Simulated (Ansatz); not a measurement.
# Phonon transport in Sr2C (hypothetical, Fm-3m), part 2 of 5

How well does the lattice of Sr2C (hypothetical) conduct heat? The compound is hypothetical: it was made by swapping elements on a known structure type.

Ansatz 0.2.0; DFT LDA, scalar-relativistic, plane waves, PAW.

So far. Step 2 (Probe on a coarse mesh): The start is under -7.6 GPa at this level and looks like a metal on this mesh.

### 4. A second relaxation

The relaxation is run once more from where the first one ended, as the script does after a large change of volume or of the gap, with mesh and occupations reviewed.

input.yaml

```yaml
crystal:
  lattice:
    - [0.0, 3.2550652135, 3.2550652135]
    - [3.2550652135, 0.0, 3.2550652135]
    - [3.2550652135, 3.2550652135, 0.0]
  atoms:
    - { symbol: Sr, position: [0.25, 0.25, 0.25] }
    - { symbol: Sr, position: [0.75, 0.75, 0.75] }
    - { symbol: C, position: [0.0, 0.0, 0.0] }
kpoints:
  mp_grid: { grid: [12, 12, 12] }
hamiltonian:
  xc: lda
scf:
  occupations: { method: gaussian, width: 0.1 }
output:
  forces: true
  stress: true
  eigenvalues: true
  write_density: true
  write_potential: true
  elf: true
  volumetric_format: npy
relax:
  adjacent_minimum: "off"
  f_tol: 0.005
  max_steps: 80
  cell: { stress_tol: 0.05 }
```

Run with:

```
> ansatz run input.yaml --threads 4 --pin off --max-ram 16384MiB --backend cpu --events-out ev --progress --plain --runs-dir out
```

Numbers of over 12 decimals in the logs are rounded to 6 here.

The log of the run:

```text
[...]
Crystal: 3 atoms, lattice volume = 68.978 Å³
Basis set: ecut = 420 eV, 1363 PW (Γ)
Bands: 16, of which v1, the nominal top of the filled ones, is band 12 counted from 1 (11 counted from 0)
Symmetry: 48 space group operations
[...]
k-points: 72 of 1728
[...]
SCF iter   1: F=—  HF=-7130.058855 eV  |F-HF|=—  |Δ(HF+E_count)|=         —  Δρ=5.54e-3  dr2=2.01e-2  ethr=1.77e-3  ⟨swp⟩=8.5  Hψ=7737  notcnv=0
[...]
SCF iter   7: F=-7130.056616 eV  HF=-7130.056616 eV  |F-HF|=2.46e-10  |Δ(HF+E_count)|=   8.69e-8  Δρ=3.76e-6  dr2=7.69e-9  ethr=4.17e-10  ⟨swp⟩=11.4  Hψ=9672  notcnv=0
SCF 1 converged in 7 iterations: F = -7130.056616 eV  dr2 = 7.69e-9
[...]
relax step   1: F+E_penalty+E_count = -7130.05661640 eV  Δ(F+E_penalty+E_count) = +0.000e0 eV  max|allowed force component| = 3.392e-17 eV/Å  Δτ_max = 0.0000 Å  P = +0.005 GPa  Ω = 68.978 Å³  (7 SCF iters, dr2 threshold 1.00e-7 eV, accepted)
[...]
SCF iter   5: F=-7130.056616 eV  HF=-7130.056616 eV  |F-HF|=1.09e-11  |Δ(HF+E_count)|=  1.46e-11  Δρ=1.27e-7  dr2=2.22e-11  ethr=1.00e-12  ⟨swp⟩=5.7  Hψ=6474  notcnv=0
SCF 2 converged in 5 iterations: F = -7130.056616 eV  dr2 = 2.22e-11
relax step   2: F+E_penalty+E_count = -7130.05661641 eV  Δ(F+E_penalty+E_count) = -2.365e-9 eV  max|allowed force component| = 5.551e-17 eV/Å  Δτ_max = 0.0000 Å  P = +0.005 GPa  Ω = 68.978 Å³  stress off target by 4.54e-3 GPa  SCF on the basis re-selected at this cell (its energy is not comparable with the rows above)  (5 SCF iters)
basis re-selected at this cell: Δ(F+E_penalty+E_count) = -2.365e-9 eV, ΔP = -0.000 GPa vs the last step (what re-selecting the basis moved, of the pressure what is left beyond the Pulay correction that the steps carried, after the strain that the cell walked since its last selection, with what the two solves' SCF thresholds leave and, on support functions, any second-order correction that the steps lacked; it is no m [...]
SCF converged after 5 iterations
Free energy (F): -7130.056616 eV
[...]
Internal energy: -7130.052093 eV  (E = F + TS)
E sigma→0 (E₀):  -7130.054355 eV
Entropy (-TS):   -0.004523 eV (-1.508 meV/atom)
Fermi energy:    9.010989 eV
[...]
--- Stress (GPa, compression-positive) ---
        0.004540      -0.000000      -0.000000
       -0.000000       0.004540      -0.000000
        0.000000       0.000000       0.004540
  P = ⅓ Tr σ = 0.0045 GPa (0.045 kbar)
--- Band table (eV; the first three rows and the last of 72) ---
  k-point 0: bands = [... 8 lower, 0.7273, 7.3456, 7.3456, 7.3456, 9.1537, 10.1204, 10.1204, 14.4570]
  k-point 1: bands = [... 8 lower, 0.7777, 7.2184, 7.3990, 7.3990, 9.4807, 10.1923, 10.1923, 14.1121]
  k-point 2: bands = [... 8 lower, 0.9118, 7.0421, 7.5517, 7.5517, 10.2218, 10.4030, 10.4030, 13.4249]
  k-point 71: bands = [... 8 lower, 1.4872, 7.8846, 7.8846, 8.7727, 9.2549, 11.7216, 11.7216, 13.0812]
--- Relaxed structure (1 steps of the walk, 1 accepted, 1 SCFs on fresh bases) ---
[...]
cell:  # Å, volume = 68.9778 Å³
    - [0.0, 3.2550652135, 3.2550652135]
    - [3.2550652135, 0.0, 3.2550652135]
    - [3.2550652135, 3.2550652135, 0.0]
  atoms:
    - { symbol: Sr, position: [0.25, 0.25, 0.25] }
    - { symbol: Sr, position: [0.750000, 0.750000, 0.750000] }
    - { symbol: C, position: [0.0, 0.0, 0.0] }
```

It took 3.2 s on 4 threads of Arm Neoverse V1, shared host; peak memory 0.39 GiB; 12 s of CPU time.

Little changed from the start: no atom moved by 0.005 Å and no cell edge by 0.1 %.

Numbers from this step:

```yaml
pressure: 0.004540 GPa
```

Valence density in the ac plane of the cell as run, not the conventional one, at fractional y = 0.000, with atoms of C within 0.2 Å of it. It is the smooth field of the valence electrons, not physical close to the nuclei.

Values in e/Å³, 14 rows by 14 columns, each cell a mean:
```
1.6 1.5 1.0 0.4 0.2 0.1 0.1 0.1 0.1 0.1 0.2 0.3 0.7 1.3
1.1 1.2 0.9 0.5 0.2 0.2 0.1 0.2 0.2 0.2 0.1 0.2 0.4 0.7
0.5 0.6 0.6 0.4 0.2 0.2 0.2 0.3 0.4 0.3 0.2 0.2 0.2 0.3
0.2 0.3 0.3 0.2 0.2 0.1 0.2 0.3 0.6 0.6 0.4 0.2 0.1 0.2
0.1 0.2 0.2 0.2 0.1 0.1 0.1 0.3 0.5 0.7 0.6 0.3 0.2 0.1
0.1 0.1 0.2 0.2 0.1 0.1 0.1 0.1 0.3 0.5 0.6 0.4 0.2 0.1
0.1 0.1 0.2 0.2 0.2 0.1 0.1 0.1 0.1 0.3 0.3 0.3 0.2 0.1
0.1 0.1 0.2 0.4 0.5 0.3 0.2 0.1 0.1 0.1 0.2 0.2 0.1 0.1
0.1 0.1 0.2 0.5 0.7 0.6 0.3 0.1 0.1 0.1 0.1 0.2 0.2 0.1
0.2 0.1 0.2 0.4 0.6 0.7 0.5 0.2 0.1 0.1 0.2 0.2 0.2 0.2
0.3 0.2 0.2 0.2 0.4 0.5 0.4 0.2 0.2 0.2 0.2 0.4 0.5 0.4
0.7 0.4 0.2 0.2 0.2 0.2 0.2 0.2 0.2 0.2 0.3 0.6 0.9 1.0
1.3 0.8 0.4 0.2 0.1 0.1 0.1 0.1 0.1 0.2 0.3 0.6 1.2 1.5
1.6 1.3 0.7 0.3 0.2 0.1 0.1 0.1 0.1 0.1 0.2 0.5 1.1 1.6
```
Columns run along a (4.6 Å), rows up along c (4.6 Å). Atoms in or near the plane, at fractional coordinates: C at (0.00, 0.00).

ELF in the ac plane of the cell as run, not the conventional one, at fractional y = 0.000, with atoms of C within 0.2 Å of it. It is the smooth field of the valence electrons, not physical close to the nuclei.

Values, 14 rows by 14 columns, each cell a mean:
```
0.25 0.46 0.77 0.78 0.54 0.20 0.07 0.05 0.06 0.12 0.39 0.71 0.79 0.61
0.70 0.70 0.79 0.79 0.56 0.22 0.11 0.17 0.20 0.15 0.16 0.43 0.71 0.79
0.79 0.80 0.80 0.77 0.55 0.22 0.14 0.36 0.52 0.45 0.22 0.18 0.43 0.71
0.63 0.69 0.69 0.66 0.50 0.21 0.13 0.44 0.72 0.75 0.56 0.22 0.16 0.39
0.27 0.33 0.34 0.33 0.29 0.16 0.09 0.31 0.67 0.80 0.75 0.45 0.15 0.12
0.07 0.11 0.13 0.14 0.12 0.09 0.05 0.13 0.42 0.67 0.72 0.52 0.20 0.06
0.03 0.08 0.17 0.26 0.22 0.12 0.04 0.04 0.13 0.31 0.44 0.36 0.17 0.05
0.04 0.09 0.31 0.59 0.63 0.45 0.17 0.04 0.05 0.09 0.13 0.14 0.11 0.07
0.12 0.09 0.28 0.65 0.79 0.73 0.45 0.12 0.09 0.16 0.21 0.22 0.22 0.20
0.39 0.18 0.17 0.48 0.75 0.79 0.63 0.22 0.12 0.29 0.50 0.55 0.56 0.54
0.71 0.47 0.19 0.20 0.48 0.65 0.59 0.26 0.14 0.33 0.66 0.77 0.79 0.78
0.80 0.74 0.50 0.19 0.17 0.28 0.31 0.17 0.13 0.34 0.69 0.80 0.79 0.77
0.57 0.77 0.74 0.47 0.18 0.09 0.09 0.08 0.11 0.33 0.69 0.80 0.70 0.46
0.13 0.57 0.80 0.71 0.39 0.12 0.04 0.03 0.07 0.27 0.63 0.79 0.70 0.25
```
Columns run along a (4.6 Å), rows up along c (4.6 Å). Atoms in or near the plane, at fractional coordinates: C at (0.00, 0.00).

Electrostatic potential energy in the ac plane of the cell as run, not the conventional one, at fractional y = 0.000, with atoms of C within 0.2 Å of it. With pseudopotentials it is smooth inside the atoms' cores, unlike the true potential.

Ten even steps from '0' (-46 eV) to '9' (12 eV), each cell a mean:
```
00699999999982
44799998889998
98999998788999
99999998777899
99999998767889
99999998877789
99888899888889
98877889999999
99877788999999
99887778999999
99988778999999
89998888999976
27999989999840
02899999999940
```
Columns run along a (4.6 Å; values clipped at the 3rd and 97th percentile), rows up along c (4.6 Å). Atoms in or near the plane, at fractional coordinates: C at (0.00, 0.00).

### 5. A run with changed settings

One run with other settings shows how much the ground state depends on them.

This step: DFT LDA, scalar-relativistic, plane waves, PAW; settings changed (Ansatz 0.2.0).

input.yaml, the sections that differ from step 4:

```yaml
scf:
  occupations: { method: gaussian, width: 0.15 }
output:
  forces: true
  eigenvalues: true
  stress: true
# crystal, kpoints, hamiltonian: as in step 4
# relax: removed
```

The log of the run:

```text
[...]
Crystal: 3 atoms, lattice volume = 68.978 Å³
Basis set: ecut = 420 eV, 1363 PW (Γ)
Bands: 16, of which v1, the nominal top of the filled ones, is band 12 counted from 1 (11 counted from 0)
Symmetry: 48 space group operations
[...]
k-points: 72 of 1728
[...]
SCF iter   1: F=—  HF=-7130.062285 eV  |F-HF|=—  |Δ(HF+E_count)|=         —  Δρ=5.63e-3  dr2=2.18e-2  ethr=1.77e-3  ⟨swp⟩=8.1  Hψ=7538  notcnv=0
[...]
SCF iter   7: F=-7130.059884 eV  HF=-7130.059884 eV  |F-HF|=2.30e-9  |Δ(HF+E_count)|=   5.87e-8  Δρ=3.46e-6  dr2=5.27e-9  ethr=4.17e-10  ⟨swp⟩=7.1  Hψ=6408  notcnv=0
SCF 1 converged in 7 iterations: F = -7130.059884 eV  dr2 = 5.27e-9
[...]
SCF converged after 7 iterations
Free energy (F): -7130.059884 eV
[...]
Internal energy: -7130.046797 eV  (E = F + TS)
E sigma→0 (E₀):  -7130.053340 eV
Entropy (-TS):   -0.013086 eV (-4.362 meV/atom)
Fermi energy:    9.014328 eV
[...]
--- Stress (GPa, compression-positive) ---
        0.046246      -0.000000      -0.000000
       -0.000000       0.046246       0.000000
        0.000000       0.000000       0.046246
  P = ⅓ Tr σ = 0.0462 GPa (0.462 kbar)
--- Band table (eV; the first three rows and the last of 72) ---
  k-point 0: bands = [... 8 lower, 0.7208, 7.3415, 7.3415, 7.3415, 9.1534, 10.1194, 10.1194, 14.4540]
  k-point 1: bands = [... 8 lower, 0.7712, 7.2148, 7.3948, 7.3948, 9.4798, 10.1913, 10.1913, 14.1094]
  k-point 2: bands = [... 8 lower, 0.9052, 7.0391, 7.5474, 7.5474, 10.2201, 10.4021, 10.4021, 13.4229]
  k-point 71: bands = [... 8 lower, 1.4801, 7.8803, 7.8803, 8.7699, 9.2529, 11.7198, 11.7198, 13.0809]
```

Elapsed: 1.3 s, on 4 threads; peak memory 0.36 GiB.

Numbers from this step:

```
pressure : 0.04625 GPa
```

The run ends at a pressure of 0.05 GPa.

### 6. Tight relaxation

The thresholds are tightened for a last relaxation ahead of the phonons, and where mesh or smearing change with them the cell follows.

This step: DFT LDA, scalar-relativistic, plane waves, PAW (Ansatz 0.2.0).

input.yaml, the sections that differ from step 5:

```yaml
scf:
  occupations: { method: methfessel_paxton, width: 0.2 }
output:
  forces: true
  stress: true
  eigenvalues: true
relax:
  adjacent_minimum: "off"
  f_tol: 0.001
  max_steps: 60
  cell: { stress_tol: 0.01 }
# crystal, kpoints, hamiltonian: as in step 5
```

The log of the run:

```text
[...]
Crystal: 3 atoms, lattice volume = 68.978 Å³
Basis set: ecut = 420 eV, 1363 PW (Γ)
Bands: 16, of which v1, the nominal top of the filled ones, is band 12 counted from 1 (11 counted from 0)
Symmetry: 48 space group operations
[...]
k-points: 72 of 1728
[...]
k-point 71: bands = [... 8 lower, 1.4969, 7.8925, 7.8925, 8.7787, 9.2616, 11.7281, 11.7281, 13.0871]
--- Relaxed structure (3 steps of the walk, 3 accepted, 1 SCFs on fresh bases) ---
[...]
cell:  # Å, volume = 68.9490 Å³
    - [0, 3.254613, 3.254613]
    - [3.254613, 0, 3.254613]
    - [3.254613, 3.254613, 0]
  atoms:
    - { symbol: Sr, position: [0.25, 0.25, 0.25] }
    - { symbol: Sr, position: [0.75, 0.75, 0.75] }
    - { symbol: C, position: [0, 0, 0] }
[key lines of the parts left out:]
SCF converged after 6 iterations
Free energy (F): -7130.051304 eV
Fermi energy:    9.010039 eV
P = ⅓ Tr σ = -0.0004 GPa (-0.004 kbar)
```

Wall time 5.6 s (4 threads); peak memory 0.38 GiB.

Little changed from the start: no atom moved by 0.005 Å and no cell edge by 0.1 %.

Numbers from this step:

```
pressure        : -3.54e-4 GPa
volume per atom : 22.98 Å³
```

The residual pressure is -3.5e-4 GPa, small enough for phonons.

### 7. Other settings for the ground state

One run with other settings shows how much the ground state depends on them.

This step: DFT LDA, scalar-relativistic, plane waves, PAW; settings changed (Ansatz 0.2.0).

input.yaml, the sections that differ from step 6:

```yaml
hamiltonian:
  xc: lda
  pseudopotentials: { kind: paw, source: ansatz }
scf:
  occupations: { method: methfessel_paxton, width: 0.2 }
  eigensolver: { kind: davidson }
output:
  forces: true
  eigenvalues: true
  stress: true
basis:
  precision: f64
# crystal, kpoints, relax: as in step 6
```

The log of the run:

```text
[...]
Crystal: 3 atoms, lattice volume = 68.978 Å³
Basis set: ecut = 820 eV, 3695 PW (Γ)
Bands: 16, of which v1, the nominal top of the filled ones, is band 12 counted from 1 (11 counted from 0)
Symmetry: 48 space group operations
[...]
k-points: 72 of 1728
[...]
SCF iter   1: F=—  HF=-7131.703800 eV  |F-HF|=—  |Δ(HF+E_count)|=         —  Δρ=3.86e-2  dr2=2.84e0  ethr=1.00e-1  ⟨swp⟩=7.0  Hψ=3855  notcnv=0
[...]
SCF iter  10: F=-7131.103580 eV  HF=-7131.103580 eV  |F-HF|=8.48e-9  |Δ(HF+E_count)|=   3.21e-9  S|Δr|=    0.00e0  Δρ=3.41e-6  dr2=9.61e-9  ethr=1.32e-9  ⟨swp⟩=4.0  Hψ=2544  notcnv=0
the search or the solves at the SCF's close seem to have found levels that the self-consistency loop had missed (the run counts 1). By its estimate they hold under 1e-12 electrons; where the run keeps them, the occupations were computed again with them
SCF 1 converged in 10 iterations: F = -7131.103580 eV  dr2 = 9.61e-9
  Residual-converged pass: ⟨swp⟩=3.9  Hψ=3089  notcnv=0  max |occ|·‖R‖ = 6.6e-6 eV (tolerance 6.7e-6 eV)  dr2=9.57e-9  dr2_onsite=3.54e-10  max |Δocc| = 3.8e-9
[...]
relax step   1: F+E_penalty+E_count = -7131.10357978 eV  Δ(F+E_penalty+E_count) = +0.000e0 eV  max|allowed force component| = 6.476e-17 eV/Å  Δτ_max = 0.0000 Å  P = -0.022 GPa  Ω = 68.978 Å³  (10 SCF iters, dr2 threshold 1.00e-7 eV, accepted)
Crystal: 3 atoms, lattice volume = 68.916 Å³
[...]
SCF iter   5: F=-7131.103584 eV  HF=-7131.103584 eV  |F-HF|=3.07e-10  |Δ(HF+E_count)|=  7.55e-10  S|Δr|=    0.00e0  Δρ=7.86e-7  dr2=8.69e-10  ethr=4.26e-11  ⟨swp⟩=2.6  Hψ=2100  notcnv=0
SCF 2 converged in 5 iterations: F = -7131.103584 eV  dr2 = 8.69e-10
[...]
relax step   2: F+E_penalty+E_count = -7131.10358354 eV  Δ(F+E_penalty+E_count) = -3.759e-6 eV  max|allowed force component| = 4.071e-16 eV/Å  Δτ_max = 0.0000 Å  P = +0.017 GPa  Ω = 68.916 Å³  energy of the carried Pulay correction = +2.691e-6 eV  (5 SCF iters, dr2 threshold 1.26e-9 eV, accepted)
Crystal: 3 atoms, lattice volume = 68.943 Å³
[...]
SCF iter   5: F=-7131.103584 eV  HF=-7131.103584 eV  |F-HF|=4.64e-11  |Δ(HF+E_count)|=  1.47e-10  S|Δr|=    0.00e0  Δρ=3.05e-7  dr2=1.34e-10  ethr=7.50e-12  ⟨swp⟩=2.6  Hψ=2102  notcnv=0
SCF 3 converged in 5 iterations: F = -7131.103584 eV  dr2 = 1.34e-10
[...]
relax step   3: F+E_penalty+E_count = -7131.10358377 eV  Δ(F+E_penalty+E_count) = -2.324e-7 eV  max|allowed force component| = 6.538e-16 eV/Å  Δτ_max = 0.0000 Å  P = +0.000 GPa  Ω = 68.943 Å³  energy of the carried Pulay correction = +1.541e-6 eV  (5 SCF iters, dr2 threshold 7.04e-10 eV, accepted)
[...]
SCF iter  10: F=-7131.103583 eV  HF=-7131.103583 eV  |F-HF|=9.09e-13  |Δ(HF+E_count)|=  9.09e-13  S|Δr|=    0.00e0  Δρ=3.66e-9  dr2=1.35e-14  ethr=1.00e-12  ⟨swp⟩=2.0  Hψ=2045  notcnv=0
SCF 4 converged in 10 iterations: F = -7131.103583 eV  dr2 = 1.35e-14
[...]
relax step   4: F+E_penalty+E_count = -7131.10358312 eV  Δ(F+E_penalty+E_count) = +6.455e-7 eV  max|allowed force component| = 6.291e-16 eV/Å  Δτ_max = 0.0000 Å  P = +0.000 GPa  Ω = 68.943 Å³  stress off target by 5.70e-5 GPa  SCF on the basis re-selected at this cell (its energy is not comparable with the rows above)  (10 SCF iters)
[...]
SCF converged after 10 iterations
[...]
Free energy (F): -7131.103583 eV
[...]
Internal energy: -7131.111280 eV  (E = F + TS)
E sigma→0 (E₀):  -7131.105507 eV
Entropy (-TS):   0.007697 eV (2.566 meV/atom)
Fermi energy:    9.063086 eV
[...]
--- Stress (GPa, compression-positive) ---
        0.000057       0.000000      -0.000000
        0.000000       0.000057       0.000000
       -0.000000       0.000000       0.000057
  P = ⅓ Tr σ = 0.0001 GPa (0.001 kbar)
--- Band table (eV; the first three rows and the last of 72) ---
  k-point 0: bands = [... 8 lower, 0.7877, 7.4051, 7.4051, 7.4051, 9.2120, 10.1778, 10.1778, 14.5176]
  k-point 1: bands = [... 8 lower, 0.8382, 7.2776, 7.4586, 7.4586, 9.5393, 10.2497, 10.2497, 14.1724]
  k-point 2: bands = [... 8 lower, 0.9725, 7.1009, 7.6115, 7.6115, 10.2811, 10.4606, 10.4606, 13.4845]
  k-point 71: bands = [... 8 lower, 1.5488, 7.9452, 7.9452, 8.8314, 9.3150, 11.7808, 11.7808, 13.1390]
--- Relaxed structure (3 steps of the walk, 3 accepted, 1 SCFs on fresh bases) ---
[...]
cell:  # Å, volume = 68.9425 Å³
    - [0, 3.254511, 3.254511]
    - [3.254511, 0, 3.254511]
    - [3.254511, 3.254511, 0]
  atoms:
    - { symbol: Sr, position: [0.25, 0.25, 0.25] }
    - { symbol: Sr, position: [0.75, 0.75, 0.75] }
    - { symbol: C, position: [0, 0, 0] }
```

It took 15 s on 4 threads; peak memory 0.48 GiB; 59 s of CPU time.

Little changed from the start: no atom moved by 0.005 Å and no cell edge by 0.1 %.

This step gave:

| Property | Result |
| --- | --- |
| pressure | 5.70e-5 GPa |

### 8. A faulty attempt

This input was changed on purpose, to see how the program answers.

This step: DFT LDA, scalar-relativistic, plane waves, PAW (Ansatz 0.2.0).

input.yaml

```yaml
crystal:
  lattice:
    - [0.0, 3.2546130314, 3.2546130314]
    - [3.2546130314, 0.0, 3.2546130314]
    - [3.2546130314, 3.2546130314, 0.0]
  atoms:
    - { symbol: Sr, position: [0.25, 0.25, 0.25] }
    - { symbol: Sr, position: [0.75, 0.75, 0.75] }
    - { symbol: C, position: [0.0, 0.0, 0.0] }
kpoints:
  mp_grid: { grid: [8, 8, 8] }
hamiltonian:
  xc: lda
scf:
  occupations: { method: methfessel_paxton, width: 0.2 }
  max_iter: 80
output:
  eigenvalues: true
phonons:
  supercell: [2, 2, 2]
  dielectric: false
  third_order: { supercell: [2, 2, 2], pair_cutoff: 1.0 }
  lattice_thermal_conductivity:
    qmesh: [9, 9, 9]
    temperatures: [300]
    isotope_mass_variance:
      - { species: C, variance: 7.387e-05 }
      - { species: Sr, variance: 6.1e-05 }
```

The log of the run:

```text
Error: invalid value for `phonons.third_order.pair_cutoff`: 1.0000 Å reaches no neighbour of site 0 of the crystal (counted from 0; the nearest site to it is 2.8186 Å away), so of that site only on-site third-order constants would be kept, which the sum rule sets to zero whatever the forces; raise pair_cutoff past that separation, and enlarge phonons.third_order.supercell if that is not below half its shortest translation
```

The job ended after 0.11 s (4 threads; peak memory 0.095 GiB; 0.15 s of CPU time).

The program refused the input before any cycle.

The program's message: “Error: invalid value for `phonons.third_order.pair_cutoff`: 1.0000 Å reaches no neighbour of site 0 of the crystal (counted from 0; the nearest site to it is 2.8186 Å away), so of that site only on-si …”

The fault put into the input: a pair cutoff that reaches no neighbour.

(Continued in part 3 of 5.)

[Logs are printed without paths, hosts, clocks, repeated set-up lines and the standing remarks that a program may print on its own settings, such as how far it seeks lower states.]

[Hosts, paths, dates, database ids (printed as entryN), source tags and the programs' standing remarks are cut or masked in the printed files.]

[A step with changed settings may run another functional than the one named; its input shows which.]

[Pressures of single members of a volume series are the stress at the run's cutoff; with an incomplete basis they can lie off −dE/dV of the same runs, and they are not shown converged.]
